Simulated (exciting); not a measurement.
# S L₂,₃-edge absorption of CsLuS2, all-electron BSE, part 2 of 2

How far do the exchange and direct terms reshape the S L₂,₃ edge of CsLuS2?

exciting sodium; X-ray absorption, core-level Bethe-Salpeter equation, exchange and statically screened direct term, Tamm-Dancoff, all-electron LAPW+lo LDA.

So far. Step 6 (Exchange alone): Maxima (height): 14.8 eV (0.86), 16.8 eV (0.90), 18.0 eV (0.94), 18.9 eV (0.88) and 21.1 eV (0.90); 2 lower ones aren't listed. The spectrum differs from the independent-particle run by 4 % r.m.s. Step 8 (Ground state with other settings): Against the second ground state the total energy moves by 9874 meV an atom and the gap by -0.19 eV.

## Step 9: Another input

input.xml reads:

```
<input>
  <title>CsLuS2</title>
  <structure speciespath="." autormt="false" epslat="1.0e-5">
    <crystal>
      <basevect>3.7681426455 2.1755381707 15.2030910547</basevect>
      <basevect>-3.7681426455 2.1755381707 15.2030910547</basevect>
      <basevect>0.0000000000 -4.3510763414 15.2030910547</basevect>
    </crystal>
    <species speciesfile="Lu.xml" rmt="2.300">
      <atom coord="0.5000000000 0.5000000000 0.5000000000"/>
    </species>
    <species speciesfile="Cs.xml" rmt="2.464">
      <atom coord="0.0000000000 0.0000000000 0.0000000000"/>
    </species>
    <species speciesfile="S.xml" rmt="2.300">
      <atom coord="0.2259167700 0.2259167700 0.2259167700"/>
      <atom coord="0.7740832300 0.7740832300 0.7740832300"/>
    </species>
  </structure>
  <groundstate do="skip" xctype="LDA_PW" ngridk="3 3 3" rgkmax="3.5" gmaxvr="14" nempty="8" swidth="0.001" maxscl="100" epsengy="1e-5"/>
  <xs xstype="BSE" ngridk="2 2 2" ngridq="2 2 2" vkloff="0.097 0.273 0.493" rgkmax="3.5" nempty="59" gqmax="3" lmaxapwwf="5" lmaxemat="3" broad="0.01654" tevout="true">
    <energywindow intv="5.148 6.811" points="452"/>
    <screening screentype="full" nempty="86"/>
    <BSE xas="true" xasspecies="3" xasatom="1" xasedge="L23" bsetype="singlet" nstlxas="1 55"/>
    <qpointset>
      <qpoint>0 0 0</qpoint>
    </qpointset>
    <plan>
      <doonly task="xsgeneigvec"/>
      <doonly task="writepmatxs"/>
      <doonly task="scrgeneigvec"/>
      <doonly task="scrwritepmat"/>
      <doonly task="screen"/>
      <doonly task="scrcoulint"/>
    </plan>
  </xs>
</input>
```

input.xml for the exchange start (cutoff and plan only) reads:

```
  gqmax="2.5"
  <plan>
    <doonly task="exccoulint"/>
  </plan>
```

input.xml for the last start (plan only) reads:

```
  <plan>
    <doonly task="bse"/>
  </plan>
```

Started as:

```
OMP_NUM_THREADS=1 mpirun -n 2 exciting
OMP_NUM_THREADS=1 mpirun -n 2 exciting
OMP_NUM_THREADS=2 exciting
```

Numbers of over 12 decimals in the logs are rounded to 6 here.

What it wrote:

```text
| EXCITING SODIUM started for task xsgeneigvec ( 301)                          =
One-shot GS runs for BSE calculations
One-shot GS runs for k+qmt/2 grids
Info(xsgeneigvec): Generating eigenvectors for Q-point      1
Info(xsgeneigvec): Generation of eigenvectors finished
| EXCITING SODIUM started for task writepmatxs ( 320)                          =
Info(writepmatxs): Momentum matrix elements finished
| EXCITING SODIUM started for task scrgeneigvec ( 401)                         =
One-shot GS runs for BSE calculations
One-shot GS runs for k+qmt/2 grids
[...]
Info(setup_bse_block): Setting up RR part of hamiltonian
Info(setup_bse_block): Singlet spin state
Info(bse): Diagonalizing RR Hamiltonian (TDA)
Info(bse): Invoking Lapack routine ZHEEVR
      2640 eigen solutions found in the interval:
         i1=       1 i2=    2640
Info(bse): Writing excition energies and oscillator strengths to text file.
Info(makespectrum_dist): Making spectrum using formula for coupling with time reversed AR basis.
Info(makespectrum_dist): Using formalism for vanishing momentum transfer.
Info(writederived): Writing quantities derived from the macroscopic dielectric function.
Info(bselauncher): Spectrum finished for iqmt=  1
Info(bselauncher): All done for BSE type singlet
```

Elapsed: 14 min, on 2 MPI ranks of Arm Neoverse V1, shared host.

Wall time by task: xsgeneigvec 11 s, writepmatxs 6.3 s, scrgeneigvec 4.5 s, scrwritepmat 4.7 s, screen 59 s, scrcoulint 76 s, exccoulint 11 min, bse 20 s.

The input has a fault: the basis cutoff rgkmax is far too low. The spectrum differs from the singlet run by 55 % r.m.s. The highest maximum lies at 3.5 eV (0.43), against 10.4 eV (1.00). The first bright state moves from -0.78 to 1.49 eV. The lowest bare transition of this run lies at 2.41 eV, against 0.19. A small basis shifts bands and core levels against each other.

```csv
E (eV),first run,this run
-3.0,0.02,0.01
-2.0,0.04,0.01
-1.0,0.09,0.02
0.0,0.18,0.03
1.0,0.35,0.07
2.0,0.46,0.22
3.0,0.43,0.35
4.0,0.36,0.41
5.0,0.38,0.40
6.0,0.42,0.33
7.0,0.55,0.35
8.0,0.66,0.31
9.0,0.80,0.34
10.0,0.95,0.34
11.0,0.92,0.38
12.0,0.90,0.42
13.0,0.85,0.42
14.0,0.89,0.40
15.0,0.82,0.35
16.0,0.79,0.32
17.0,0.73,0.32
18.0,0.63,0.30
19.0,0.57,0.30
20.0,0.68,0.30
21.0,0.64,0.28
22.0,0.53,0.27
```

## Step 10: The levels of theory side by side

```csv
level,curve passes 0.15 (eV),highest maximum (eV),its height
IP,2.1,18.0,0.93
RPA,2.2,18.0,0.94
singlet,-0.3,10.4,1.00
```

```csv
E (eV),IP,RPA,singlet
-3.0,0.01,0.01,0.02
-2.0,0.01,0.01,0.04
-1.0,0.02,0.02,0.09
0.0,0.04,0.03,0.18
1.0,0.08,0.07,0.35
2.0,0.14,0.13,0.46
3.0,0.21,0.20,0.43
4.0,0.29,0.27,0.36
5.0,0.32,0.30,0.38
6.0,0.31,0.29,0.42
7.0,0.29,0.27,0.55
8.0,0.34,0.31,0.66
9.0,0.40,0.37,0.80
10.0,0.49,0.45,0.95
11.0,0.61,0.57,0.92
12.0,0.71,0.66,0.90
13.0,0.86,0.81,0.85
14.0,0.84,0.80,0.89
15.0,0.88,0.86,0.82
16.0,0.84,0.82,0.79
17.0,0.90,0.89,0.73
18.0,0.93,0.94,0.63
19.0,0.87,0.88,0.57
20.0,0.76,0.77,0.68
21.0,0.88,0.90,0.64
22.0,0.86,0.89,0.53
```

## Step 11: Outcome

```json
{
  "absorber and edge": "S L₂,₃, atom 3",
  "surroundings": "3 Lu at 2.71 Å (pyramidal, site symmetry 3m)",
  "first bright state": "-0.78 eV from the Kohn–Sham onset, on this mesh",
  "highest maximum": "10.4 eV",
  "cost of the BSE run": "18 min on 2 MPI ranks of Arm Neoverse V1, shared host; the last task ran on as many threads"
}
```

**Reading.** Is a core exciton bound? Yes on this mesh: the first bright state (over 5 % of the brightest) lies at -0.78 eV from the Kohn–Sham onset and at -0.97 eV from the lowest bare transition of its own mesh. Exchange alone changes the independent-particle spectrum by 4 % r.m.s. With 8 k points the binding energies are rough, and fine structure above the first lines is partly noise of the mesh. Exchange and the short-range direct term aren't converged in the kernel cutoff. The zero comes from the unshifted 3×3×3 ground-state mesh; it is exact only where the band minimum lies on that mesh. The conduction states carry no spin here, so the exchange coupling to the spinor core hole is only partly held. The Kohn–Sham onset, 150 eV, is no photon energy (tabulated edge of the element: 162.5 eV): the scale needs a rigid shift. No quasiparticle correction widens the gap or stretches the bands. Vibrations and energy-dependent lifetimes are left out. The structure is a Materials Project entry, computed there, and may be a hypothetical form.

[Banner, clock and machine lines of the logs are left out without a mark of their own.]

[Logs are printed without paths, hosts, clocks, repeated set-up lines and the standing remarks that a program may print on its own settings, such as how far it seeks lower states.]

[Hosts, paths, dates, database ids (printed as entryN), source tags and the programs' standing remarks are cut or masked in the printed files.]
